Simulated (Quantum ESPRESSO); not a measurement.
# Voltage at the next charge: Pb(100), 5 layers against an electrode

**Set-up.** Quantum ESPRESSO 7.5, PBE, GBRV ultrasoft; ESM with bc3, a metal electrode 4.90 Å above the top atoms; cell area 12.251 Å²; ions fixed. V is the potential energy of an electron at the electrode over the slab's Fermi level, divided by e, so that it equals the work function at zero charge; positive charge removes electrons.

```
charge (e a cell)  V (V)
                0  3.753
           0.0184  4.638
           0.0368  5.543
```

One more run was made and is withheld. What is V at a charge of 0.0735 e, and what capacitance do the rows imply?

**Fit.** The last two rows give dV/dq = (5.543 − 4.638)/(0.0368 − 0.0184) = 49.2 V/e, so C = 1602/(12.251 × 49.2) = 2.66 µF/cm², an effective gap of 8.854/2.66 = 3.33 Å. At constant C, V = 5.543 + 49.2 × 0.0367 = 7.35 V.

**Check.** V = 7.398 V; the estimate misses by −0.05 V, 2.7 % of the step. Over the three intervals C goes 2.72, 2.66 and 2.59 µF/cm²: it falls as electrons leave, the surface charge drawing back towards the atoms.

**Limits.** Vacuum fills the gap; a dielectric or electrolyte would change C. The slab is thin.

[Logs are printed without paths, hosts, clocks, repeated set-up lines and the standing remarks that a program may print on its own settings, such as how far it seeks lower states.]
